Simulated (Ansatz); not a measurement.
# Quasi-harmonic thermodynamics of GaC (hypothetical, Pm-3m), part 2 of 3

Aim: the lattice, expansion, heat capacity and bulk modulus of GaC (hypothetical) as it warms. The compound is hypothetical: it was made by swapping elements on a known structure type.

Ansatz 0.2.0; DFT PBEsol, scalar-relativistic, plane waves, PAW.

So far. Step 2 (Probe on a coarse mesh): The start is under -17 GPa at this level and looks like a metal on this mesh. Step 5 (Tight relaxation): The residual pressure is -0.0072 GPa, small enough for phonons.

### 6. Phonons on strained cells, q-mesh 2×2×2

The study relaxes the crystal at several strains, solves the phonons on some of them and minimises the free energy at each temperature (static energy, vibrations, the electrons in a metal, and PV under a set pressure); the q-mesh sets how far the force constants reach.

Contents of input.yaml:

```yaml
crystal:
  lattice:
    - [2.7720378472, 0.0, 0.0]
    - [0.0, 2.7720378472, 0.0]
    - [0.0, 0.0, 2.7720378472]
  atoms:
    - { symbol: Ga, position: [0.0, 0.0, 0.0] }
    - { symbol: C, position: [0.5, 0.5, 0.5] }
kpoints:
  mp_grid: { grid: [16, 16, 16] }
hamiltonian:
  xc: pbesol
scf:
  occupations: { method: methfessel_paxton, width: 0.15 }
output:
  eigenvalues: true
phonons:
  method: dfpt
  qmesh: [2, 2, 2]
  temperatures: { t_max: 1200.0, t_step: 50 }
  thermal_expansion: {}
```

Launch:

```sh
$ ansatz run input.yaml --threads 4 --pin off --max-ram 8192MiB --backend cpu --events-out ev --progress --plain --runs-dir out
```

Numbers of over 12 decimals in the logs are rounded to 6 here.

Output:

```text
The last accepted step is kept in <dir> (removed where the run ends without a failure and the disk answers)
Engine: ansatz 0.2.0, aarch64-unknown-linux-gnu
Pseudopotentials: kind: paw
Pseudopotential: Ga, paw, valence charge 13, recommended cutoff 420 eV (normal), Ga.paw.azcp
Pseudopotential: C, paw, valence charge 4, recommended cutoff 420 eV (normal), C.paw.azcp
Functional definition: PBEsol
  exchange = pbesol_x
  correlation = pbesol_c
Crystal: 2 atoms, lattice volume = 21.301 Å³
Basis set: ecut = 487.2 eV, 485 PW (Γ), exchange–correlation on 40×40×40 points (8 copies of the dense FFT grid, shifted against one another)
Bands: 13, of which v1, the nominal top of the filled ones, is band 9 counted from 1 (8 counted from 0)
Symmetry: 48 space group operations
Space group: Pm-3m (ITA 221), of the structure as read, at distance tolerance 2.8e-5 Å
k-points: 165 of 4096
Non-local potential: Ga, projectors of the file, l = 0: 2, l = 1: 2, l = 2: 3, l = 3: 1
Non-local potential: C, projectors of the file, l = 0: 2, l = 1: 2, l = 2: 1
PAW form: soft (Blöchl's): semilocal exchange-correlation on the pseudo side does not see the compensation charge
PAW frozen core: Ga, regenerated for the run's functional, and the local potential with it (the file was generated under x = pbe(κ = 0.804, μ = 0.219515), c = pbe(β = 0.066725))
PAW frozen core: C, regenerated for the run's functional, and the local potential with it (the file was generated under x = pbe(κ = 0.804, μ = 0.219515), c = pbe(β = 0.066725))
PAW one-centre angular grid: Ga, 590 points (default); XC on 64 Gauss nodes
PAW one-centre angular grid: C, 110 points (default); XC on 64 Gauss nodes
Initial density: superposition of atomic densities (neutral atoms: chi_scale 0, normalization atom), corrected by the library's trained network
Initial wavefunctions: pseudopotential atomic-orbital guess
Functional: x = pbesol(κ = 0.804, μ = 0.123457), c = pbesol(β = 0.046)
SCF iter   1: F=—  HF=-3986.155186 eV  |F-HF|=—  |Δ(HF+E_count)|=         —  Δρ=1.62e-2  dr2=6.75e-2  ethr=1.77e-3  ⟨swp⟩=4.8  Hψ=11065  notcnv=0
preconditioner: auto → none  [metal: Δε(μ)=0.012 eV  Ē_g=17.717 eV  σ=0.150 eV  W_gap=0.07  n_scr=6 (ndim 8)  ℏωp=33.2 eV  f_vac=0.000  D(μ)=1.04/eV (n_scr^D=6)  sad-step TF]
SCF iter   2: F=—  HF=-3986.146327 eV  |F-HF|=—  |Δ(HF+E_count)|=   8.86e-3  S|Δr|=    0.00e0  Δρ=1.15e-2  dr2=3.61e-2  ethr=3.97e-4  ⟨swp⟩=1.0  Hψ=3468  notcnv=0
SCF iter   3: F=—  HF=-3986.137038 eV  |F-HF|=—  |Δ(HF+E_count)|=   9.29e-3  S|Δr|=    0.00e0  Δρ=2.55e-3  dr2=8.17e-4  ethr=2.12e-4  ⟨swp⟩=2.0  Hψ=2447  notcnv=0
SCF iter   4: F=—  HF=-3986.136547 eV  |F-HF|=—  |Δ(HF+E_count)|=   4.91e-4  S|Δr|=    0.00e0  Δρ=5.86e-4  dr2=2.73e-5  ethr=4.80e-6  ⟨swp⟩=2.1  Hψ=3606  notcnv=0
[...]
Free energy (F): -3986.136596 eV
Harris-Foulkes:  -3986.136596 eV  (|F-HF|=4.55e-13)
Internal energy: -3986.137031 eV  (E = F + TS)
E sigma→0 (E₀):  -3986.136705 eV
Entropy (-TS):   0.000435 eV (0.217 meV/atom)
Fermi energy:    12.448648 eV
--- Per-component energies (eV) ---
  E_band       = 20.187703
  E_kinetic    = 197.332482
  E_local      = -1702.655297  (includes V_loc(G=0)·N_el)
  E_nonlocal   = 456.304723
  E_hartree    = 802.712754
  E_xc         = -114.984834
  E_vxc        = -115.868255  (∫ρ·V_xc dr)
  E_paw        = -2045.787769  (= ΣΔE_a)
  E_vpaw       = -420.351389  (= ΣTr[D̂ρ^β])
  E_aug_tail   = -0.000068  (compensation charges beyond the density's cutoff)
  E_ewald      = -1579.943100
  E_core_change = 0.884078  (= ΣΔE_core)
  E_smearing   = 0.000435  (= −TS)
  E_closure    = 0.000000  (closes the sum)
  Σ components = -3986.136596   (vs F -3986.136596, Δ=0.00e0)
--- Forces (eV/Å), atoms counted from 1 ---
  atom   1  Ga    -0.00000000     0.00000000    -0.00000000
  atom   2  C      0.00000000     0.00000000     0.00000000
  max |Σ_I F_I| component: 2.09e-30 eV/Å
--- Stress (GPa, compression-positive) ---
        0.015829       0.000000      -0.000000
        0.000000       0.015829       0.000000
       -0.000000       0.000000       0.015829
  P = ⅓ Tr σ = 0.0158 GPa (0.158 kbar)
--- Band table (eV; the first three rows and the last of 165) ---
  k-point 0: bands = [... 5 lower, -2.3727, 12.1106, 12.1106, 12.1106, 13.7736, 21.2117, 21.2117, 26.4315]
  k-point 1: bands = [... 5 lower, -2.3721, 11.4147, 12.1668, 12.1668, 14.2160, 21.2764, 21.4150, 26.2827]
  k-point 2: bands = [... 5 lower, -2.3706, 10.1138, 12.3313, 12.3313, 14.8437, 21.4709, 21.7969, 25.8490]
  k-point 164: bands = [... 5 lower, 5.2915, 10.0719, 10.0719, 10.0719, 13.2455, 13.2455, 13.2455, 14.6776]
── thermal expansion: 3 new cells, 3 in all ──
thermal expansion: relaxation of cell 2
thermal expansion: relaxation of cell 3
── thermal expansion: 2 new cells, 5 in all ──
thermal expansion: relaxation of cell 4
thermal expansion: lower-state search of cell 4
thermal expansion: electrons of cell 4
thermal expansion: phonons of cell 4
WARN: thermal expansion: vibrations_at_or_below_zero in the phonons of 1 cell: 4
this run last wrote the structure of step 1 to <dir>
--- Relaxed structure (1 steps of the walk, 1 accepted, 0 SCFs on fresh bases) ---
  F+E_penalty+E_count = -3986.13659605 eV   max|allowed force component| = 1.060e-30 eV/Å
  atoms:
    - { symbol: Ga, position: [0.0, 0.0, 0.0] }
    - { symbol: C, position: [0.5, 0.5, 0.5] }
--- Thermal expansion: 5 cells in 2 rounds, 0 GPa ---
  no lower state was reached at cell 4; its state was not examined: fill_not_monotonic
  not told: vibrations stand at or below zero in cell 4 (3.000 modes a cell, the lowest at -452.5 cm⁻¹): the crystal is at no minimum there, or its k-points are too few: type the crystal that it becomes, another pressure, or a denser kpoints.mp_grid, in a new run
  vibrations_at_or_below_zero in the phonons of 1 cell: 4
Error: vibrations stand at or below zero in cell 4 (3.000 modes a cell, the lowest at -452.5 cm⁻¹): the crystal is at no minimum there, or its k-points are too few: type the crystal that it becomes, another pressure, or a denser kpoints.mp_grid, in a new run
[key lines of the parts left out:]
SCF converged after 8 iterations
```

The job ended after 56 s (4 threads of Arm Neoverse V2, shared host; peak memory 0.94 GiB).

The run ended with an error.

The program's message: “vibrations stand at or below zero in cell 4 (3.000 modes a cell, the lowest at -452.5 cm⁻¹): the crystal is at no minimum there, or its k-points are too few: type the crystal that it becomes, another …”

### 7. Phonons on strained cells, q-mesh 4×4×4

The study relaxes the crystal at several strains, solves the phonons on some of them and minimises the free energy at each temperature (static energy, vibrations, the electrons in a metal, and PV under a set pressure); the q-mesh sets how far the force constants reach.

Changes to input.yaml since step 6:

```diff
@@ -18,3 +18,3 @@
   method: dfpt
-  qmesh: [2, 2, 2]
+  qmesh: [4, 4, 4]
   temperatures: { t_max: 1200.0, t_step: 50 }
```

Output:

```text
The last accepted step is kept in <dir> (removed where the run ends without a failure and the disk answers)
Engine: ansatz 0.2.0, aarch64-unknown-linux-gnu
Pseudopotentials: kind: paw
Pseudopotential: Ga, paw, valence charge 13, recommended cutoff 420 eV (normal), Ga.paw.azcp
Pseudopotential: C, paw, valence charge 4, recommended cutoff 420 eV (normal), C.paw.azcp
Functional definition: PBEsol
  exchange = pbesol_x
  correlation = pbesol_c
Crystal: 2 atoms, lattice volume = 21.301 Å³
Basis set: ecut = 487.2 eV, 485 PW (Γ), exchange–correlation on 40×40×40 points (8 copies of the dense FFT grid, shifted against one another)
Bands: 13, of which v1, the nominal top of the filled ones, is band 9 counted from 1 (8 counted from 0)
Symmetry: 48 space group operations
Space group: Pm-3m (ITA 221), of the structure as read, at distance tolerance 2.8e-5 Å
k-points: 165 of 4096
Non-local potential: Ga, projectors of the file, l = 0: 2, l = 1: 2, l = 2: 3, l = 3: 1
Non-local potential: C, projectors of the file, l = 0: 2, l = 1: 2, l = 2: 1
PAW form: soft (Blöchl's): semilocal exchange-correlation on the pseudo side does not see the compensation charge
PAW frozen core: Ga, regenerated for the run's functional, and the local potential with it (the file was generated under x = pbe(κ = 0.804, μ = 0.219515), c = pbe(β = 0.066725))
PAW frozen core: C, regenerated for the run's functional, and the local potential with it (the file was generated under x = pbe(κ = 0.804, μ = 0.219515), c = pbe(β = 0.066725))
PAW one-centre angular grid: Ga, 590 points (default); XC on 64 Gauss nodes
PAW one-centre angular grid: C, 110 points (default); XC on 64 Gauss nodes
Initial density: superposition of atomic densities (neutral atoms: chi_scale 0, normalization atom), corrected by the library's trained network
Initial wavefunctions: pseudopotential atomic-orbital guess
Functional: x = pbesol(κ = 0.804, μ = 0.123457), c = pbesol(β = 0.046)
SCF iter   1: F=—  HF=-3986.155186 eV  |F-HF|=—  |Δ(HF+E_count)|=         —  Δρ=1.62e-2  dr2=6.75e-2  ethr=1.77e-3  ⟨swp⟩=4.8  Hψ=11065  notcnv=0
preconditioner: auto → none  [metal: Δε(μ)=0.012 eV  Ē_g=17.717 eV  σ=0.150 eV  W_gap=0.07  n_scr=6 (ndim 8)  ℏωp=33.2 eV  f_vac=0.000  D(μ)=1.04/eV (n_scr^D=6)  sad-step TF]
SCF iter   2: F=—  HF=-3986.146327 eV  |F-HF|=—  |Δ(HF+E_count)|=   8.86e-3  S|Δr|=    0.00e0  Δρ=1.15e-2  dr2=3.61e-2  ethr=3.97e-4  ⟨swp⟩=1.0  Hψ=3468  notcnv=0
SCF iter   3: F=—  HF=-3986.137038 eV  |F-HF|=—  |Δ(HF+E_count)|=   9.29e-3  S|Δr|=    0.00e0  Δρ=2.55e-3  dr2=8.17e-4  ethr=2.12e-4  ⟨swp⟩=2.0  Hψ=2447  notcnv=0
SCF iter   4: F=—  HF=-3986.136547 eV  |F-HF|=—  |Δ(HF+E_count)|=   4.91e-4  S|Δr|=    0.00e0  Δρ=5.86e-4  dr2=2.73e-5  ethr=4.80e-6  ⟨swp⟩=2.1  Hψ=3606  notcnv=0
[...]
Free energy (F): -3986.136596 eV
Harris-Foulkes:  -3986.136596 eV  (|F-HF|=4.55e-13)
Internal energy: -3986.137031 eV  (E = F + TS)
E sigma→0 (E₀):  -3986.136705 eV
Entropy (-TS):   0.000435 eV (0.217 meV/atom)
Fermi energy:    12.448648 eV
--- Per-component energies (eV) ---
  E_band       = 20.187703
  E_kinetic    = 197.332482
  E_local      = -1702.655297  (includes V_loc(G=0)·N_el)
  E_nonlocal   = 456.304723
  E_hartree    = 802.712754
  E_xc         = -114.984834
  E_vxc        = -115.868255  (∫ρ·V_xc dr)
  E_paw        = -2045.787769  (= ΣΔE_a)
  E_vpaw       = -420.351389  (= ΣTr[D̂ρ^β])
  E_aug_tail   = -0.000068  (compensation charges beyond the density's cutoff)
  E_ewald      = -1579.943100
  E_core_change = 0.884078  (= ΣΔE_core)
  E_smearing   = 0.000435  (= −TS)
  E_closure    = 0.000000  (closes the sum)
  Σ components = -3986.136596   (vs F -3986.136596, Δ=0.00e0)
--- Forces (eV/Å), atoms counted from 1 ---
  atom   1  Ga    -0.00000000     0.00000000    -0.00000000
  atom   2  C      0.00000000     0.00000000     0.00000000
  max |Σ_I F_I| component: 2.09e-30 eV/Å
--- Stress (GPa, compression-positive) ---
        0.015829       0.000000      -0.000000
        0.000000       0.015829       0.000000
       -0.000000       0.000000       0.015829
  P = ⅓ Tr σ = 0.0158 GPa (0.158 kbar)
--- Band table (eV; the first three rows and the last of 165) ---
  k-point 0: bands = [... 5 lower, -2.3727, 12.1106, 12.1106, 12.1106, 13.7736, 21.2117, 21.2117, 26.4315]
  k-point 1: bands = [... 5 lower, -2.3721, 11.4147, 12.1668, 12.1668, 14.2160, 21.2764, 21.4150, 26.2827]
  k-point 2: bands = [... 5 lower, -2.3706, 10.1138, 12.3313, 12.3313, 14.8437, 21.4709, 21.7969, 25.8490]
  k-point 164: bands = [... 5 lower, 5.2915, 10.0719, 10.0719, 10.0719, 13.2455, 13.2455, 13.2455, 14.6776]
── thermal expansion: 3 new cells, 3 in all ──
thermal expansion: relaxation of cell 2
thermal expansion: relaxation of cell 3
── thermal expansion: 2 new cells, 5 in all ──
thermal expansion: relaxation of cell 4
thermal expansion: lower-state search of cell 4
thermal expansion: electrons of cell 4
thermal expansion: phonons of cell 4
WARN: thermal expansion: vibrations_at_or_below_zero in the phonons of 1 cell: 4
this run last wrote the structure of step 1 to <dir>
--- Relaxed structure (1 steps of the walk, 1 accepted, 0 SCFs on fresh bases) ---
  F+E_penalty+E_count = -3986.13659605 eV   max|allowed force component| = 1.060e-30 eV/Å
  atoms:
    - { symbol: Ga, position: [0.0, 0.0, 0.0] }
    - { symbol: C, position: [0.5, 0.5, 0.5] }
--- Thermal expansion: 5 cells in 2 rounds, 0 GPa ---
  no lower state was reached at cell 4; its state was not examined: fill_not_monotonic
  not told: vibrations stand at or below zero in cell 4 (3.000 modes a cell, the lowest at -560.0 cm⁻¹): the crystal is at no minimum there, or its k-points are too few: type the crystal that it becomes, another pressure, or a denser kpoints.mp_grid, in a new run
  vibrations_at_or_below_zero in the phonons of 1 cell: 4
Error: vibrations stand at or below zero in cell 4 (3.000 modes a cell, the lowest at -560.0 cm⁻¹): the crystal is at no minimum there, or its k-points are too few: type the crystal that it becomes, another pressure, or a denser kpoints.mp_grid, in a new run
[key lines of the parts left out:]
SCF converged after 8 iterations
```

Wall time 4.6 min (4 threads); peak memory 2.1 GiB.

The run ended with an error.

The program's message: “vibrations stand at or below zero in cell 4 (3.000 modes a cell, the lowest at -560.0 cm⁻¹): the crystal is at no minimum there, or its k-points are too few: type the crystal that it becomes, another …”

(Part 2 of 3 ends here.)

[Logs are printed without paths, hosts, clocks, repeated set-up lines and the standing remarks that a program may print on its own settings, such as how far it seeks lower states.]

[Hosts, paths, dates, database ids (printed as entryN), source tags and the programs' standing remarks are cut or masked in the printed files.]

[A step with changed settings may run another functional than the one named; its input shows which.]

[Pressures of single members of a volume series are the stress at the run's cutoff; with an incomplete basis they can lie off −dE/dV of the same runs, and they are not shown converged.]
